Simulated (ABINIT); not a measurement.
**RbCaH3 (Pm-3m): G0W0 in ABINIT against the exchange cutoff**

Wanted: the cheapest exchange cutoff that holds the gap of RbCaH3 (Pm-3m).

Program: ABINIT 10.8.3. Level of theory: LDA and many-body steps on it, plane waves. Results are calculated unless marked as measured.

**1. Set-up**

It takes space group Pm-3m (No. 221, cubic). The conventional cell has a = 4.547 Å, b = 4.547 Å, c = 4.547 Å, α = 90.00°, β = 90.00°, γ = 90.00°. Rb has 12 H at 3.22 Å nearest. Nearest to Ca lie 6 H at 2.27 Å. Nearest to H lie 2 Ca at 2.27 Å and 8 H at 3.22 Å and 4 Rb at 3.22 Å. Farther neighbours are not listed.

The cell and positions come from the Crystallography Open Database and are kept as given unless a step says otherwise.

**2. Screening, 2×2×2 mesh, 49 bands, screening to 106.1 eV**

This step: ABINIT 10.8.3; RPA screening on LDA, plane waves, norm-conserving pseudopotentials.

The RPA dielectric matrix is built and inverted for each q.

The input, run.abi:

```
acell 3*1.0 Angstrom
rprim 
  4.547000000000 0.000000000000 0.000000000000
  0.000000000000 4.547000000000 0.000000000000
  0.000000000000 0.000000000000 4.547000000000
ntypat 3
znucl 37 20 1
natom 5
typat 1 2 3 3 3
xred 
  0.000000000000 0.000000000000 0.000000000000
  0.500000000000 0.500000000000 0.500000000000
  0.000000000000 0.500000000000 0.500000000000
  0.500000000000 0.000000000000 0.500000000000
  0.500000000000 0.500000000000 0.000000000000
pp_dirpath "pseudos"
pseudos "Rb.upf, Ca.upf, H.upf"
ecut 31
ngkpt 2 2 2
nshiftk 1
shiftk 0 0 0
kptopt 1
chksymbreak 0
istwfk *1
occopt 1
irdwfk 1
optdriver 3
nband 49
ecuteps 3.9
inclvkb 2
awtr 1
symchi 1
indata_prefix "in"
outdata_prefix "out"
tmpdata_prefix "tmp"
```

On the command line:

```bash
> OMP_NUM_THREADS=1 mpirun -n 4 abinit run.abi > log
```

Output:

```text
.Version 10.8.3 of ABINIT. v10.8.2 released Aug 2026.

 Symmetries : space group Pm -3 m (#221); Bravais cP (primitive cubic)
[... echo of the input left out ...]
== DATASET  1 ==================================================================
-   mpi_nproc: 4, omp_nthreads: 1 (-1 if OMP is not activated)

--- !DatasetInfo
iteration_state: {dtset: 1, }
dimensions: {natom: 5, nkpt: 4, mband: 49, nsppol: 1, nspinor: 1, nspden: 1, mpw: 5248, }
cutoff_energies: {ecut:  31.0, pawecutdg:  -1.0, }
electrons: {nelect:   2.20000000E+01, charge:   0.00000000E+00, occopt:   1.00000000E+00, tsmear:   1.00000000E-02, }

 SCREENING: Calculation of the susceptibility and dielectric matrices

 Based on a program developped by R.W. Godby, V. Olevano, G. Onida, and L. Reining.
 Incorporated in ABINIT by V. Olevano, G.-M. Rignanese, and M. Torrent.
.Using double precision arithmetic ; gwpc =  8

[... cell and pseudopotentials left out ...]
--------------------------------------------------------------------------------

 ==== K-mesh for the wavefunctions ====
 Number of points in the irreducible wedge :     4
[... list of points left out ...]
 Together with 48 symmetry operations and time-reversal symmetry
 yields     8 points in the full Brillouin Zone.

 ==== Q-mesh for the screening function ====
 Number of points in the irreducible wedge :     4
[... list of points left out ...]
 Together with 48 symmetry operations and time-reversal symmetry
 yields     8 points in the full Brillouin Zone.

 setmesh: FFT mesh size selected  =    30x   30x   30
          total number of points  =        27000

 vcoul_init : cutoff-mode = AUXILIARY_FUNCTION
 q-points for optical limit:   1
     1)      0.000010    0.000020    0.000030

- screening: taking advantage of time-reversal symmetry
- Maximum band index for partially occupied states nbvw = 11
- Remaining bands to be divided among processors   nbcw = 38
- Number of bands treated by each node ~9

 Number of electrons calculated from density =   22.0000; Expected =   22.0000
 average of density, n =  0.034678
 r_s =    1.9023
 omega_plasma =   17.9631 [eV]

 calculating chi0 at frequencies [eV] :
  1    0.000000E+00    0.000000E+00
  2    0.000000E+00    1.796310E+01

--------------------------------------------------------------------------------
  q-point number  1        q = ( 0.000000, 0.000000, 0.000000) [r.l.u.]
--------------------------------------------------------------------------------
[... chi0 elements left out ...]
 For q-point:  0.000010 0.000020 0.000030
  dielectric constant =   3.7937
  dielectric constant without local fields =   4.2845

  Average fulfillment of the sum rule on Im[epsilon] for q-point    1 :     53.91  [%]
[... wings left out ...]
  q-point number  2        q = ( 0.500000, 0.000000, 0.000000) [r.l.u.]
--------------------------------------------------------------------------------
[... chi0 elements left out ...]
  Average fulfillment of the sum rule on Im[epsilon] for q-point    2 :     65.51  [%]

 [... 2 further q-points ...]
```

The job ended after 5.2 s (4 MPI ranks of Arm Neoverse V1, shared host; peak memory 0.5 GiB).

This step gave:

```yaml
eps_infinity_with_local_fields_on_this_mesh_along_the_program_s_q_direction: 3.794
the_same_without_local_fields: 4.285
plasma_frequency: 17.96 eV
plane_waves_in_the_screening_matrix: 251
```

Local fields lower ε∞ by 11 %. On a Γ-centred mesh this coarse the value itself is usually too large, while a short band sum pulls it down.

**3. 3.1 Ha**

This step: G0W0 on LDA, plane waves, norm-conserving pseudopotentials.

Edit run.abi of step 2 so:

```diff
@@ -26,8 +26,17 @@
 irdwfk 1
-optdriver 3
+optdriver 4
 nband 49
+gwcalctyp 0
+ecutsigx 3.1
+symsigma 1
+nkptgw 2
+kptgw 
+  0.5000000000 0.5000000000 0.0000000000
+  0.0000000000 0.0000000000 0.0000000000
+bdgw 
+  10 14
+  10 14
 ecuteps 3.9
-inclvkb 2
-awtr 1
-symchi 1
+irdscr 1
+ppmodel 1
 indata_prefix "in"
```

Output:

```text
.Version 10.8.3 of ABINIT. v10.8.2 released Aug 2026.

 Symmetries : space group Pm -3 m (#221); Bravais cP (primitive cubic)
[... echo of the input left out ...]
== DATASET  1 ==================================================================
-   mpi_nproc: 4, omp_nthreads: 1 (-1 if OMP is not activated)

--- !DatasetInfo
iteration_state: {dtset: 1, }
dimensions: {natom: 5, nkpt: 4, mband: 49, nsppol: 1, nspinor: 1, nspden: 1, mpw: 5248, }
cutoff_energies: {ecut:  31.0, pawecutdg:  -1.0, }
electrons: {nelect:   2.20000000E+01, charge:   0.00000000E+00, occopt:   1.00000000E+00, tsmear:   1.00000000E-02, }

 SIGMA: Calculation of the GW corrections

 Based on a program developped by R.W. Godby, V. Olevano, G. Onida, and L. Reining.
 Incorporated in ABINIT by V. Olevano, G.-M. Rignanese, and M. Torrent.
.Using double precision arithmetic ; gwpc =  8

[... cell and pseudopotentials left out ...]
--------------------------------------------------------------------------------

 ==== K-mesh for the wavefunctions ====
 Number of points in the irreducible wedge :     4
[... list of points left out ...]
 Together with 48 symmetry operations and time-reversal symmetry
 yields     8 points in the full Brillouin Zone.

 ==== Q-mesh for screening function ====
 Number of points in the irreducible wedge :     4
[... list of points left out ...]
 Together with 48 symmetry operations and time-reversal symmetry
 yields     8 points in the full Brillouin Zone.

 vcoul_init : cutoff-mode = AUXILIARY_FUNCTION
 q-points for optical limit:   1
     1)      0.000010    0.000020    0.000030
 setmesh: FFT mesh size selected  =    30x   30x   30
          total number of points  =        27000

 Number of electrons calculated from density =   22.0000; Expected =   22.0000
 average of density, n =  0.034678
 r_s =    1.9023
 omega_plasma =   17.9631 [eV]

 === KS Band Gaps ===
  >>>> For spin  1
   Minimum direct gap =   2.9320 [eV], located at k-point      :   0.5000  0.5000  0.0000
   Fundamental gap    =   2.9320 [eV], Top of valence bands at :   0.5000  0.5000  0.0000
                                       Bottom of conduction at :   0.5000  0.5000  0.0000
 SIGMA fundamental parameters:
 PLASMON POLE MODEL  1
 number of plane-waves for SigmaX                  171
 number of plane-waves for SigmaC and W            171
 number of plane-waves for wavefunctions          5185
 number of bands                                    49
 number of independent spin polarizations            1
 number of spinorial components                      1
 number of k-points in IBZ                           4
 number of q-points in IBZ                           4
 number of symmetry operations                      48
 number of k-points in BZ                            8
 number of q-points in BZ                            8
 number of frequencies for dSigma/dE                 9
 frequency step for dSigma/dE [eV]                0.25
 number of omega for Sigma on real axis              0
 max omega for Sigma on real axis  [eV]           0.00
 zcut for avoiding poles [eV]                     0.10

 EPSILON^-1 parameters (SCR file):
 dimension of the eps^-1 matrix on file            251
 dimension of the eps^-1 matrix used               171
 number of plane-waves for wavefunctions          5185
 number of bands                                    49
 number of q-points in IBZ                           4
 number of frequencies                               2
 number of real frequencies                          1
 number of imag frequencies                          1

 matrix elements of self-energy operator (all in [eV])

 Perturbative Calculation

--- !SelfEnergy_ee
iteration_state: {dtset: 1, }
kpoint     : [   0.500,    0.500,    0.000, ]
spin       : 1
KS_gap     :    2.932
QP_gap     :    5.466
Delta_QP_KS:    2.534
data: !SigmaeeData |
     Band     E0 <VxcDFT>   SigX SigC(E0)      Z dSigC/dE  Sig(E)    E-E0       E
       10  -0.178 -10.559 -13.709   2.321   0.781  -0.281 -11.206  -0.646  -0.824
       11  -0.178 -10.559 -13.709   2.321   0.781  -0.281 -11.206  -0.646  -0.824
       12   2.754  -8.603  -3.299  -3.014   0.824  -0.213  -6.716   1.888   4.642
       13   4.654 -11.039  -3.871  -3.400   0.806  -0.241  -8.002   3.037   7.691
       14   4.654 -11.039  -3.871  -3.400   0.806  -0.241  -8.002   3.037   7.691

--- !SelfEnergy_ee
iteration_state: {dtset: 1, }
kpoint     : [   0.000,    0.000,    0.000, ]
spin       : 1
KS_gap     :    6.262
QP_gap     :   10.634
Delta_QP_KS:    4.372
data: !SigmaeeData |
     Band     E0 <VxcDFT>   SigX SigC(E0)      Z dSigC/dE  Sig(E)    E-E0       E
       10  -0.543 -10.628 -13.398   2.215   0.777  -0.287 -11.059  -0.432  -0.974
       11  -0.543 -10.628 -13.398   2.215   0.777  -0.287 -11.059  -0.432  -0.974
       12   5.719 -13.158  -4.346  -3.786   0.784  -0.275  -9.217   3.941   9.660
       13   5.719 -13.158  -4.346  -3.786   0.784  -0.275  -9.217   3.941   9.660
       14   5.719 -13.158  -4.346  -3.786   0.784  -0.275  -9.217   3.941   9.660

== END DATASET(S) ==============================================================
================================================================================

 -outvars: echo values of variables after computation  --------
           etotal      0.0000000000E+00
            nband          49
             nkpt           4
          spgroup         221
 [... the other variables as echoed above ...]

 Calculation completed.
```

Wall time 4.2 s (4 MPI ranks); peak memory 0.44 GiB.

This step gave:

```
G0W0 gap on the points computed              : 5.466 eV
starting gap on the mesh                     : 2.932 eV
k of the valence top                         : 0.5, 0.5, 0
k of the conduction bottom                   : 0.5, 0.5, 0
Z at the valence top                         : 0.781
Z at the conduction bottom                   : 0.824
least direct G0W0 gap on the computed points : 5.466 eV
```

**4. 6.2 Ha**

Edit run.abi of step 3 so:

```diff
@@ -29,3 +29,3 @@
 gwcalctyp 0
-ecutsigx 3.1
+ecutsigx 6.2
 symsigma 1
```

Output:

```text
.Version 10.8.3 of ABINIT. v10.8.2 released Aug 2026.

 Symmetries : space group Pm -3 m (#221); Bravais cP (primitive cubic)
[... echo of the input left out ...]
== DATASET  1 ==================================================================
-   mpi_nproc: 4, omp_nthreads: 1 (-1 if OMP is not activated)

--- !DatasetInfo
iteration_state: {dtset: 1, }
dimensions: {natom: 5, nkpt: 4, mband: 49, nsppol: 1, nspinor: 1, nspden: 1, mpw: 5248, }
cutoff_energies: {ecut:  31.0, pawecutdg:  -1.0, }
electrons: {nelect:   2.20000000E+01, charge:   0.00000000E+00, occopt:   1.00000000E+00, tsmear:   1.00000000E-02, }

 SIGMA: Calculation of the GW corrections

 Based on a program developped by R.W. Godby, V. Olevano, G. Onida, and L. Reining.
 Incorporated in ABINIT by V. Olevano, G.-M. Rignanese, and M. Torrent.
.Using double precision arithmetic ; gwpc =  8

[... cell and pseudopotentials left out ...]
--------------------------------------------------------------------------------

 ==== K-mesh for the wavefunctions ====
 Number of points in the irreducible wedge :     4
[... list of points left out ...]
 Together with 48 symmetry operations and time-reversal symmetry
 yields     8 points in the full Brillouin Zone.

 ==== Q-mesh for screening function ====
 Number of points in the irreducible wedge :     4
[... list of points left out ...]
 Together with 48 symmetry operations and time-reversal symmetry
 yields     8 points in the full Brillouin Zone.

 vcoul_init : cutoff-mode = AUXILIARY_FUNCTION
 q-points for optical limit:   1
     1)      0.000010    0.000020    0.000030
 setmesh: FFT mesh size selected  =    32x   32x   32
          total number of points  =        32768

 Number of electrons calculated from density =   22.0000; Expected =   22.0000
[...]
number of omega for Sigma on real axis              0
 max omega for Sigma on real axis  [eV]           0.00
 zcut for avoiding poles [eV]                     0.10

 EPSILON^-1 parameters (SCR file):
 dimension of the eps^-1 matrix on file            251
 dimension of the eps^-1 matrix used               251
 number of plane-waves for wavefunctions          5185
 number of bands                                    49
 number of q-points in IBZ                           4
 number of frequencies                               2
 number of real frequencies                          1
 number of imag frequencies                          1

 matrix elements of self-energy operator (all in [eV])

 Perturbative Calculation

--- !SelfEnergy_ee
iteration_state: {dtset: 1, }
kpoint     : [   0.500,    0.500,    0.000, ]
spin       : 1
KS_gap     :    2.932
QP_gap     :    5.414
Delta_QP_KS:    2.482
data: !SigmaeeData |
     Band     E0 <VxcDFT>   SigX SigC(E0)      Z dSigC/dE  Sig(E)    E-E0       E
       10  -0.178 -10.559 -13.946   2.324   0.779  -0.284 -11.388  -0.828  -1.006
       11  -0.178 -10.559 -13.946   2.324   0.779  -0.284 -11.388  -0.828  -1.006
       12   2.754  -8.603  -3.592  -3.004   0.824  -0.214  -6.949   1.654   4.408
[...]
--- !SelfEnergy_ee
iteration_state: {dtset: 1, }
kpoint     : [   0.000,    0.000,    0.000, ]
spin       : 1
KS_gap     :    6.262
QP_gap     :   10.012
Delta_QP_KS:    3.751
data: !SigmaeeData |
     Band     E0 <VxcDFT>   SigX SigC(E0)      Z dSigC/dE  Sig(E)    E-E0       E
[...]
13   5.719 -13.158  -5.346  -3.761   0.783  -0.277  -9.985   3.173   8.892
       14   5.719 -13.158  -5.346  -3.761   0.783  -0.277  -9.985   3.173   8.892

== END DATASET(S) ==============================================================
================================================================================

 -outvars: echo values of variables after computation  --------
           etotal      0.0000000000E+00
            nband          49
             nkpt           4
          spgroup         221
 [... the other variables as echoed above ...]

 Calculation completed.
```

Wall time 5.2 s (4 MPI ranks); peak memory 0.49 GiB.

Numbers from this step:

* G0W0 gap on the points computed: 5.414 eV
* starting gap on the mesh: 2.932 eV
* k of the valence top: 0.5, 0.5, 0
* k of the conduction bottom: 0.5, 0.5, 0
* Z at the valence top: 0.779
* Z at the conduction bottom: 0.824
* least direct G0W0 gap on the computed points: 5.414 eV

(Continued in part 2 of 2.)

[Paths, hosts, dates, memory and timing lines, banners, echoed tables and standing remarks are left out of the program output.]

[Logs are printed without paths, hosts, clocks, repeated set-up lines and the standing remarks that a program may print on its own settings, such as how far it seeks lower states.]

[Runs of the session that timed out or met a known fault of the program may be left out.]

[No measured gap is set beside runs whose start may be inverted or whose files or cutoffs have a known fault.]

[Hosts, paths, dates, database ids (printed as entryN), source tags and the programs' standing remarks are cut or masked in the printed files.]

[G0W0 gaps are taken among the corrected bands and points alone; a level outside them can change the order at an edge.]

[Where Ansatz stands beside ABINIT at settings called matched, ABINIT's density can come from a denser mesh and the files from another edition; pairs whose starting gaps differed by over 0.03 eV were left out, so agreement reads better than it is.]
